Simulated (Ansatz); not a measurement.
## V_Si in SiC (P6_3mc) with several kinds of pseudopotentials

Aim: the (0/−1) level of V_Si in SiC (P6_3mc) as a function of the pseudopotential files, with the cost of each choice. The model is a cell of 108 host atoms with 1 Si taken out; the atoms are relaxed once and then held.

Calculated with Ansatz 0.2.0; plane-wave DFT; relaxations with PBEsol, then single points with PBEsol, on supercells at fixed charge in a uniform background.

## (1) Set-up

The cell holds 107 atoms: 53 Si and 54 C. Cell: a = 9.237 Å, b = 9.237 Å, c = 15.108 Å, α = 90.0°, β = 90.0°, γ = 120.0°. It derives from SiC (space group P6_3mc). Nearest the centre at fractional (0.667, 0.667, 0.500): C71 at 1.89 Å, C106 at 1.89 Å, C59 at 1.89 Å, C103 at 1.89 Å, Si65 at 3.08 Å, Si89 at 3.08 Å, Si53 at 3.08 Å, Si29 at 3.08 Å. The cell carries charge −1.

Screening for the image-charge correction: ε∞ = (7.09, 7.09, 7.35), ε0 = (10.43, 10.43, 10.95), computed on the host (DFPT, PBEsol, on the r2SCAN cell), and a cell off the functional's own equilibrium shifts the ionic part.

The cell's shortest repeat is 9.2 Å.

## (2) Relaxing both charge states, PBEsol

The study needs fixed structures, so each charge is relaxed once, at one point at (¼, ¼, ¼), from small random displacements that break the symmetry of the site.

Input file qm1_M3.relax/input.yaml:

```yaml
crystal:
  lattice:
    - [3.07885008, 0.0, 0.0]
    - [-1.53942504, 2.66636239, 0.0]
    - [0.0, 0.0, 15.108249]
  atoms:
    - { symbol: Si, position: [0.333333, 0.666667, 0.832997] }
    - { symbol: Si, position: [0.666667, 0.333333, 0.332997] }
    - { symbol: Si, position: [0.666667, 0.333333, 0.666503] }
    - { symbol: Si, position: [0.333333, 0.666667, 0.166503] }
    - { symbol: Si, position: [0.0, 0.0, 0.499716] }
    - { symbol: Si, position: [0.0, 0.0, 0.999716] }
    - { symbol: C, position: [0.0, 0.0, 0.874371] }
    - { symbol: C, position: [0.0, 0.0, 0.374371] }
    - { symbol: C, position: [0.333333, 0.666667, 0.708005] }
    - { symbol: C, position: [0.666667, 0.333333, 0.208005] }
    - { symbol: C, position: [0.666667, 0.333333, 0.54151] }
    - { symbol: C, position: [0.333333, 0.666667, 0.04151] }
  supercell: [3, 3, 1]
  defects: [{ vacancy: 100 }]
total_charge: -1
basis:
  ecutwfc: 420
  xc_grid: 2
hamiltonian:
  xc: pbesol
  pseudopotentials: { kind: paw, azcp: { folder: soft_1 }, xc_functional: pbe }
kpoints:
  mp_grid: { grid: [1, 1, 1], shift: [0.25, 0.25, 0.25] }
magnetization:
  spin_polarized: true
  initial_magnetization: 3
  spin_locking: { lock_magnetization: hard }
scf:
  occupations: { method: fixed }
  max_iter: 100
output:
  forces: true
  charged_corrections:
    epsilon: [7.09, 7.09, 7.35]
    static_epsilon: [10.43, 10.43, 10.95]
    defect_position: [0.666667, 0.666667, 0.499716]
relax:
  f_tol: 0.015
  max_steps: 60
  random_displacement: { amplitude: 0.04, seed: 6297 }
checkpoint:
  write: "../qm1_M3.relax.run"
  compress: false
  write_wavefunctions: true
  write_every: 100000
```

Run with:

```bash
$ ansatz run input.yaml --threads 8 --pin off --max-ram 18841MiB --backend cpu --events-out ev --progress --plain --runs-dir out
```

Numbers of over 12 decimals in the logs are rounded to 6 here.

The program printed:

```text
[... repeated set-up lines and file paths are left out, and long positions are rounded to six places ...]
Engine: ansatz 0.2.0, aarch64-unknown-linux-gnu
Pseudopotentials: kind: paw
Pseudopotential: Si, paw, valence charge 4, recommended cutoff 420 eV (normal), soft_1/Si.paw.azcp
Pseudopotential: C, paw, valence charge 4, recommended cutoff 420 eV (normal), soft_1/C.paw.azcp
Functional definition: PBEsol
  exchange = pbesol_x
  correlation = pbesol_c
Crystal: 107 atoms, lattice volume = 1116.257 Å³
Basis set: ecut = 420 eV, 21747 PW (Γ), exchange–correlation on 128×128×216 points (8 copies of the dense FFT grid, shifted against one another)
Bands: 323, of which v1, the nominal top of the filled ones, is band 215 counted from 1 (214 counted from 0)
Symmetry: 1 space group operations
k-points: 1
Non-local potential: Si, projectors of the file, l = 0: 2, l = 1: 2, l = 2: 1
Non-local potential: C, projectors of the file, l = 0: 2, l = 1: 2, l = 2: 1
PAW form: soft (Blöchl's): semilocal exchange-correlation on the pseudo side does not see the compensation charge
PAW frozen core: Si, regenerated for the run's functional, and the local potential with it (the file was generated under x = pbe(κ = 0.804, μ = 0.219515), c = pbe(β = 0.066725))
PAW frozen core: C, regenerated for the run's functional, and the local potential with it (the file was generated under x = pbe(κ = 0.804, μ = 0.219515), c = pbe(β = 0.066725))
PAW one-centre angular grid: Si, 110 points (default); XC on 64 Gauss nodes
PAW one-centre angular grid: C, 110 points (default); XC on 64 Gauss nodes
Initial density: superposition of atomic densities (chi_scale 0.1, normalization cell)
Starting moments: Σ|m| = 3 μB on 107 of 107 sites
Initial wavefunctions: pseudopotential atomic-orbital guess
Functional: x = pbesol(κ = 0.804, μ = 0.123457), c = pbesol(β = 0.046)
SCF iter   1: F=—  HF=-46359.656611 eV  |F-HF|=—  |Δ(HF+E_count)|=         —  Δρ=7.17e-2 (↑7.17e-2 ↓7.14e-2)  dr2=2.76e2  dr2_m=8.33e-1  M=3.000 μB ∫|m|=3.056 μB  β_m=0.30  ethr=3.10e-3  ⟨swp⟩=5.0  Hψ=2196  notcnv=0  defer=208
preconditioner: auto → Resta (q_TF=auto, 2.326 Å⁻¹)  ε∞=4.2  [insulator: Δε(μ)=1.288 eV  Ē_g=12.784 eV  n_scr=244 (ndim 8)  ℏωp=23.0 eV  f_vac=0.000  ε∞_Penn≈4.2]
spin=Collinear: Resta preconditioning applied to the charge; magnetization (m = ρ↑ − ρ↓) channel mixes plain (no charge-response kernel on spin).
SCF iter   2: F=—  HF=-46298.133731 eV  |F-HF|=—  |Δ(HF+E_count)|=    6.15e1  Δρ=4.00e-2 (↑4.00e-2 ↓4.00e-2)  dr2=8.31e1  dr2_m=3.85e-1  M=3.000 μB ∫|m|=3.042 μB  β_m=0.48  ethr=3.10e-3  ⟨swp⟩=3.0  Hψ=1100  notcnv=0  defer=212
SCF iter   3: F=—  HF=-46273.140927 eV  |F-HF|=—  |Δ(HF+E_count)|=    2.50e1  Δρ=1.08e-2 (↑1.06e-2 ↓1.08e-2)  dr2=3.02e0  dr2_m=3.52e-2  M=3.000 μB ∫|m|=3.083 μB  β_m=0.72  ethr=3.10e-3  ⟨swp⟩=3.0  Hψ=889  notcnv=0  defer=212
SCF iter   4: F=—  HF=-46272.472577 eV  |F-HF|=—  |Δ(HF+E_count)|=   6.68e-1  Δρ=1.37e-3 (↑1.37e-3 ↓1.30e-3)  dr2=8.54e-2  dr2_m=8.33e-4  M=3.000 μB ∫|m|=3.148 μB  β_m=0.76  ethr=7.03e-4  ⟨swp⟩=2.0  Hψ=669  notcnv=0  defer=213
SCF iter   5: F=—  HF=-46272.481872 eV  |F-HF|=—  |Δ(HF+E_count)|=   9.30e-3  Δρ=4.76e-4 (↑4.29e-4 ↓4.76e-4)  dr2=1.03e-2  dr2_m=4.75e-5  M=3.000 μB ∫|m|=3.159 μB  β_m=0.78  ethr=1.99e-5  ⟨swp⟩=3.0  Hψ=779  notcnv=0  defer=213
SCF iter   6: F=—  HF=-46272.482870 eV  |F-HF|=—  |Δ(HF+E_count)|=   9.98e-4  Δρ=2.00e-4 (↑2.00e-4 ↓1.91e-4)  dr2=1.59e-3  dr2_m=1.44e-5  M=3.000 μB ∫|m|=3.161 μB  β_m=0.84  ethr=2.41e-6  ⟨swp⟩=2.5  Hψ=783  notcnv=0  defer=213
SCF iter   7: F=—  HF=-46272.483698 eV  |F-HF|=—  |Δ(HF+E_count)|=   8.28e-4  Δρ=5.71e-5 (↑5.51e-5 ↓5.71e-5)  dr2=2.59e-4  dr2_m=1.02e-6  M=3.000 μB ∫|m|=3.162 μB  β_m=0.79  ethr=3.70e-7  ⟨swp⟩=2.0  Hψ=976  notcnv=0  defer=213
[...]
SCF converged after 2 iterations
Magnetization: 3.0000 μB (216.0000 up, 213.0000 down)
Absolute magnetization: 3.1615 μB (∫|ρ↑−ρ↓|, with the PAW one-centre terms)
Spin contamination: 0.0125 ħ² per cell (⟨S²⟩ above its minimum at these occupations)
Per-site moments (μB) at R_I (Å): [(2.9157487783882847e-5, 0.776535), (-0.000404285, 0.775508), (-0.000469937, 0.776117), [... 104 left out ...]
Free energy (F): -46275.205991 eV
Harris-Foulkes:  -46275.205991 eV  (|F-HF|=1.27e-9)
Internal energy: -46275.205991 eV  (E = F + TS)
E sigma→0 (E₀):  -46275.205991 eV
Fermi energy:    9.839780 (↑ 9.839780, ↓ 9.187949) eV
--- Per-component energies (eV) ---
  E_band       = 1422.226806
  E_kinetic    = 7124.372150
  E_local      = -5322.743179  (includes V_loc(G=0)·N_el)
  E_nonlocal   = 2439.991841
  E_hartree    = 1752.397185
  E_xc         = -5607.811871
  E_vxc        = -5816.482514  (∫ρ·V_xc dr)
  E_paw        = -31571.032677  (= ΣΔE_a)
  E_vpaw       = -507.708529  (= ΣTr[D̂ρ^β])
  E_aug_tail   = 0.002670  (compensation charges beyond the density's cutoff)
  E_ewald      = -15093.194253
  E_core_change = 2.812143  (= ΣΔE_core)
  E_smearing   = -0.000000  (= −TS)
  E_closure    = 0.000000  (closes the sum)
  E_deformation_potential = -17.853502  (in the stress; not in F)
  Σ components = -46275.205991   (vs F -46275.205991, Δ=0.00e0)
--- Forces (eV/Å), atoms counted from 1 ---
  atom   1  Si    -0.00069868     0.00082180    -0.00128314
  atom   2  Si    -0.00212131    -0.00034898     0.00195969
  [... 2 atoms left out ...]
  atom   5  Si     0.00011050     0.00187671     0.00065114
  [... 23 atoms left out ...]
  atom  29  Si     0.00099369     0.00208370     0.00014741
  [... 23 atoms left out ...]
  atom  53  Si     0.00164206     0.00419382     0.00074595
  [... 5 atoms left out ...]
  atom  59  C     -0.00014293    -0.00175076    -0.00060631
  [... 5 atoms left out ...]
  atom  65  Si     0.00208040     0.00382529     0.00133751
  [... 5 atoms left out ...]
  atom  71  C      0.00103702    -0.00145683    -0.00056324
  [... 5 atoms left out ...]
  atom  77  Si    -0.00052632    -0.00199879     0.00213026
  [... 11 atoms left out ...]
  atom  89  Si    -0.00033902     0.00232272     0.00085583
  [... 13 atoms left out ...]
  atom 103  C      0.00005342     0.00011044     0.00171289
  [... 2 atoms left out ...]
  atom 106  C     -0.00091120    -0.00188079    -0.00056013
  [... 1 atom left out ...]
  max |Σ_I F_I| component: 3.58e-5 eV/Å
--- Charged-cell corrections in eV (Makov–Payne, q = -1.000 e, ε = [10.430, 10.430, 10.950]) ---
  F (periodic)     = -46275.205991  (uncorrected; the corrections below are reported, never added to it)
  E_corr1          = +0.166518  (monopole, q²α_M/2ε̄L, of the cell on which ε is isotropic)
  F Makov-Payne    = -46275.039474  (F + E_corr1; no measured alignment; for a localised charge, not one spread in a band: unchecked)
  no potential alignment in this run, which stands beside a crystal: run the host's input off ansatz write-host-input, and read the two finished runs by ansatz place-levels (neither reads a slab, a wire or a sheet, whose cell leaves a vacuum)
--- Band table (eV) ---
  k-point 0 ↑: bands = ["-5.8619", "-5.5396", "-5.4046", "-5.3661", [... 315 left out ...] "17.2702", "17.2927", "17.3328", "17.3746"]
  k-point 0 ↓: bands = ["-5.8509", "-5.5154", "-5.3945", "-5.3528", [... 315 left out ...] "17.2932", "17.3111", "17.3524", "17.3953"]
--- Relaxed structure (6 steps of the walk, 6 accepted, 0 SCFs on fresh bases) ---
  F+E_penalty+E_count = -46275.20599131 eV   max|allowed force component| = 4.194e-3 eV/Å
  atoms:
    - { symbol: Si, position: [0.111486, 0.221766, 0.832458] }
    - { symbol: Si, position: [0.221678, 0.111834, 0.333266] }
    [... 2 atoms left out ...]
    - { symbol: Si, position: [-0.002192, -0.001085, 0.499591] }
    [... 23 atoms left out ...]
    - { symbol: Si, position: [-0.003222, 0.665833, 0.499258] }
    [... 23 atoms left out ...]
    - { symbol: Si, position: [0.334635, 0.335625, 0.499655] }
    [... 5 atoms left out ...]
    - { symbol: C, position: [0.547867, 0.429537, 0.544279] }
    [... 5 atoms left out ...]
    - { symbol: Si, position: [0.335227, 0.666649, 0.499348] }
    [... 5 atoms left out ...]
    - { symbol: C, position: [0.549057, 0.784401, 0.543581] }
    [... 5 atoms left out ...]
    - { symbol: Si, position: [0.666748, -0.001829, 0.499328] }
    [... 11 atoms left out ...]
    - { symbol: Si, position: [0.667500, 0.336663, 0.499292] }
    [... 13 atoms left out ...]
    - { symbol: C, position: [0.665925, 0.667652, 0.366374] }
    [... 2 atoms left out ...]
    - { symbol: C, position: [0.904101, 0.785725, 0.544248] }
    [... 1 atom left out ...]
```

The job ended after 2.1 min (8 threads of Arm Neoverse V1, shared host; peak memory 3.8 GiB; 16 min of CPU time).

Step by step:

```csv
step,energy less that of the first step (eV),largest force component (eV/Å)
1,0.0000,2.3497
2,-2.0334,1.3168
3,-2.7179,0.1566
4,-2.7201,0.0752
5,-2.7223,0.0042
6,-2.7223,0.0042
```

The atoms that moved most (Å, from the sites as typed, ahead of the random displacement):

```csv
atom,dx,dy,dz,length
C106,0.105,0.063,0.043,0.129
C59,-0.001,-0.120,0.043,0.127
C103,-0.011,0.007,-0.120,0.120
C71,-0.090,0.052,0.032,0.109
Si98,-0.012,0.001,0.029,0.031
Si50,-0.007,0.011,0.028,0.031
Si63,0.013,-0.008,-0.025,0.030
Si62,-0.002,0.002,0.028,0.028
```

The atoms nearest to the centre after the run:

```csv
atom,distance (Å)
C71,1.996
C59,2.013
C103,2.015
C106,2.015
Si89,3.052
Si29,3.053
Si63,3.054
Si98,3.054
Si50,3.054
Si99,3.059
Si51,3.060
Si65,3.061
Si77,3.062
Si53,3.062
Si62,3.063
Si5,3.064
```

```csv
charge,moment set (μB),steps,largest displacement (Å),time
−1,3,6,0.13,2.1 min
0,2,8,0.18,3.7 min
```

The relaxation ends 25 meV an atom lower than the displaced start, with a largest force component of 0.0042 eV/Å.

## (3) First setting: harder PAW, 950 eV

Total energies have another zero for each set of files, but a level against the valence top must not depend on them. The spread measures the error of the potentials and cutoffs, not that of the functional or the cell. The single points sample a 2×2×2 shifted mesh.

Input file qm1_M3.fhard/input.yaml:

```yaml
crystal:
  checkpoint: "../qm1_M3.relax.run"
  host: checkpoint
total_charge: -1
basis:
  ecutwfc: 950
  xc_grid: 2
hamiltonian:
  xc: pbesol
  pseudopotentials: { kind: paw, source: ansatz }
kpoints:
  mp_grid: { grid: [2, 2, 2], shift: [0.5, 0.5, 0.5] }
magnetization:
  spin_polarized: true
  initial_magnetization: 3
  spin_locking: { lock_magnetization: hard }
scf:
  occupations: { method: fixed }
  max_iter: 100
output:
  forces: true
  charged_corrections:
    epsilon: [7.09, 7.09, 7.35]
    static_epsilon: [10.43, 10.43, 10.95]
    defect_position: [0.666667, 0.666667, 0.499716]
  eigenvalues: true
checkpoint:
  write: "../qm1_M3.fhard.run"
  compress: false
  write_wavefunctions: false
  write_every: 100000
```

The program printed:

```text
[...]
crystal.checkpoint: the structure is that of <dir>, a `relax` run, at its step 6: its result, under pbesol at a charge of -1 e; 107 atoms read, 4 with a starting moment; this run starts in the magnetic order that was found there; [...]
[...]
Crystal: 107 atoms, lattice volume = 1116.257 Å³
Basis set: ecut = 950 eV, 74277 PW (Γ), exchange–correlation on 192×192×320 points (8 copies of the dense FFT grid, shifted against one another)
Bands: 323, of which v1, the nominal top of the filled ones, is band 215 counted from 1 (214 counted from 0)
[... 1 set-up line as in the run before ...]
[...]
k-points: 4 of 8 (time reversal used)
[...]
Starting moments: Σ|m| = 3 μB on 4 of 107 sites
[...]
SCF iter   1: F=—  HF=-46358.100488 eV  |F-HF|=—  |Δ(HF+E_count)|=         —  Δρ=7.29e-2 (↑7.26e-2 ↓7.29e-2)  dr2=2.83e2  dr2_m=3.60e-1  M=3.000 μB ∫|m|=3.153 μB  β_m=0.30  ethr=3.10e-3  ⟨swp⟩=6.0  Hψ=10904  notcnv=0  defer=812
[...]
SCF iter  10: F=-46266.925815 eV  HF=-46266.925815 eV  |F-HF|=5.24e-8  |Δ(HF+E_count)|=   9.66e-8  Δρ=1.20e-6 (↑1.06e-6 ↓1.20e-6)  dr2=8.34e-8  dr2_m=9.53e-10  M=3.000 μB ∫|m|=3.151 μB  ethr=2.33e-11  ⟨swp⟩=21.1  Hψ=21166  notcnv=0
SCF 1 converged in 10 iterations: F = -46266.925815 eV  dr2 = 8.34e-8
[...]
SCF converged after 10 iterations
Stability checked in part: among states of this total moment the steps that led to this state did not find it unstable. No probe was made; neither looks for a lower state of another moment (fixed_total_moment; see scf.lower_state_search)
Magnetization: 3.0000 μB (216.0000 up, 213.0000 down)
Absolute magnetization: 3.1529 μB (∫|ρ↑−ρ↓|, with the PAW one-centre terms)
[...]
Per-site moments (μB) at R_I (Å): [(1.607312055645161e-5, 0.776535), (-0.000377172, 0.775508), (-0.000382556, 0.776117), [... 104 left out ...]
Free energy (F): -46266.925815 eV
[...]
Internal energy: -46266.925815 eV  (E = F + TS)
E sigma→0 (E₀):  -46266.925815 eV
Fermi energy:    9.973506 (↑ 9.973506, ↓ 9.232433) eV
[...]
--- Forces (eV/Å), atoms counted from 1 ---
  atom   1  Si     0.04366324    -0.02357101     0.03485931
  atom   2  Si    -0.04350397     0.02416828     0.03182088
  [... 26 atoms left out ...]
  atom  29  Si     0.03396505     0.04776636     0.06114685
  [... 20 atoms left out ...]
  atom  50  Si    -0.04113856     0.01313562     0.04948644
  [... 8 atoms left out ...]
  atom  59  C     -0.00861855    -0.07642389    -0.00656113
  [... 3 atoms left out ...]
  atom  63  Si     0.03644733    -0.01602377     0.08069196
  [... 7 atoms left out ...]
  atom  71  C     -0.18154784     0.09613950    -0.02262530
  [... 17 atoms left out ...]
  atom  89  Si    -0.00466773    -0.05182959     0.05039761
  [... 8 atoms left out ...]
  atom  98  Si    -0.02713138     0.03530310     0.02737192
  atom  99  Si     0.09111505     0.02254262     0.00623174
  [... 3 atoms left out ...]
  atom 103  C      0.08780697    -0.06568256    -0.18344405
  [... 2 atoms left out ...]
  atom 106  C      0.05793476     0.02810777     0.00159132
  [... 1 atom left out ...]
  max |Σ_I F_I| component: 7.38e-5 eV/Å
[...]
F Makov-Payne    = n/a  (the rows are of the electrons' constant alone; ansatz place-levels tells what screens the charge)
[...]
--- Band table (eV; the first three rows and the last of 8) ---
[...]
[... further k-points left out ...]
```

Wall time 7.5 min (8 threads); peak memory 14 GiB.

The column dr2 measures how far the density is from self-consistency, as an energy; F and HF (Harris–Foulkes) agree once it is small.

Both charges and the host at this setting go to place-levels, which corrects for the image charge and aligns the potentials.

Input file levels.fhard.yaml:

```yaml
host:
  run: host.fhard.run
states: [qm1_M3.fhard.run, q0_M2.fhard.run]
geometry_from:
  qm1_M3.fhard.run: qm1_M3.relax.run
  q0_M2.fhard.run: q0_M2.relax.run
  host.fhard.run: host.relax.run
```

Run with:

```bash
$ ansatz place-levels levels.fhard.yaml -- --threads 8 --pin off --max-ram 18841MiB
```

The program printed:

```text
(0/-1) 0.727 eV above the valence edge, 1.168 eV under the conduction edge
  edges by pbesol, gap 1.895 eV; the host is sampled to repeats of 18.47 Å
  the defect's cells are sampled to repeats of 18.47 Å, like sampling
  charge 0: +0.000 eV for its dipole among its images, -0.000 omitted
  charge -1: -46266.5591 eV with its correction of +0.367 eV, at epsilon [10.43, 10.43, 10.95], aligned at sites: -0.2002 eV, mean over 73 atomic sites at or beyond 4.62 Å from the host's site at [0.6663, 0.6671, 0.4997] by the defect at [0.6667, 0.6667, [...]
  of states[1] (q0_M2.fhard.run): it set out from the moments of a save, which an earlier run chose (saved_moments_taken)
  of states[0] (qm1_M3.fhard.run): how wide its charge is, is not read beside other atoms or cores, and a band state would take no correction. [...]
```

Elapsed: 0.22 s, on 8 threads.

At this setting the gap is 1.895 eV and (0/−1) lies 0.727 eV above the valence top.

## (4) The other settings

In the defect's inputs only the studied keys change. One input of each further setting:

qm1_M3.fdefault/input.yaml, as its differences from qm1_M3.fhard/input.yaml of step 3:

```diff
@@ -5,3 +5,3 @@
 basis:
-  ecutwfc: 950
+  ecutwfc: 420
   xc_grid: 2
@@ -9,3 +9,3 @@
   xc: pbesol
-  pseudopotentials: { kind: paw, source: ansatz }
+  pseudopotentials: { kind: paw, azcp: { folder: soft_1 }, xc_functional: pbe }
 kpoints:
@@ -27,3 +27,3 @@
 checkpoint:
-  write: "../qm1_M3.fhard.run"
+  write: "../qm1_M3.fdefault.run"
   compress: false
```

Soft PAW, 420 eV: no level is given: the program refused to place it, or it failed a test of edges or alignment.

qm1_M3.fnc/input.yaml, as its differences from qm1_M3.fdefault/input.yaml of step 4:

```diff
@@ -5,3 +5,3 @@
 basis:
-  ecutwfc: 420
+  ecutwfc: 1200
   xc_grid: 2
@@ -9,3 +9,3 @@
   xc: pbesol
-  pseudopotentials: { kind: paw, azcp: { folder: soft_1 }, xc_functional: pbe }
+  pseudopotentials: { kind: nc }
 kpoints:
@@ -27,3 +27,3 @@
 checkpoint:
-  write: "../qm1_M3.fdefault.run"
+  write: "../qm1_M3.fnc.run"
   compress: false
```

## (5) Result against cost

Times of the states on 8 threads of Arm Neoverse V1, shared host; the host is run again at each setting:

```csv
pseudopotential files,gap (eV),(0/−1) above the valence top (eV),under the conduction bottom (eV),"level less that at harder PAW, 950 eV (meV)","time, both charge states","time, host and placing",peak memory of a state (GiB)
"harder PAW, 950 eV",1.895,0.727,1.168,0,20 min,85 s,14.1
"norm-conserving, 1200 eV",1.897,0.722,1.175,-5,27 min,1.8 min,12.5
```

## (6) Results

```json
{
 "(0/minus 1) level, harder PAW, 950 eV": "0.73 eV",
 "(0/minus 1) level, norm-conserving, 1200 eV": "0.72 eV"
}
```

**Reading.** Over the settings in the table the level spans 0.005 eV; 1 of the 1 other distinct settings kept lie within 0.02 eV of the reference (harder PAW, 950 eV, 0.73 eV); times on a shared host scatter too much to rank them. In a reference run the bands overlap at the filling edge, so the reference itself is in doubt. Only the charges −1 and 0 were run, each from one start, so (0/−1) need not be a change between stable states. With nearly degenerate levels at the filling edge in most or all rows, agreement between settings doesn't show that the state itself is settled. At harder PAW, 950 eV and norm-conserving, 1200 eV a state has next to no gap at its filling edge, or overlapping levels, which makes the level less certain. The total moments were set in the input, and no other spin state was tried. Limits: PBEsol makes the gap too small and tends to spread out bound carriers; force components of up to 0.36 eV/Å remain in a run at the final settings.

[Logs are printed without paths, hosts, clocks, repeated set-up lines and the standing remarks that a program may print on its own settings, such as how far it seeks lower states.]

[Hosts, paths, dates, database ids (printed as entryN), source tags and the programs' standing remarks are cut or masked in the printed files.]

[Where a table of states has a column of steps, it counts the stored structures, which are thinned; the runs took as many ionic steps or more.]

[For some hosts the program warned that the k-mesh of the response run may be too coarse for force constants and the static dielectric constant; such warnings are not shown here.]
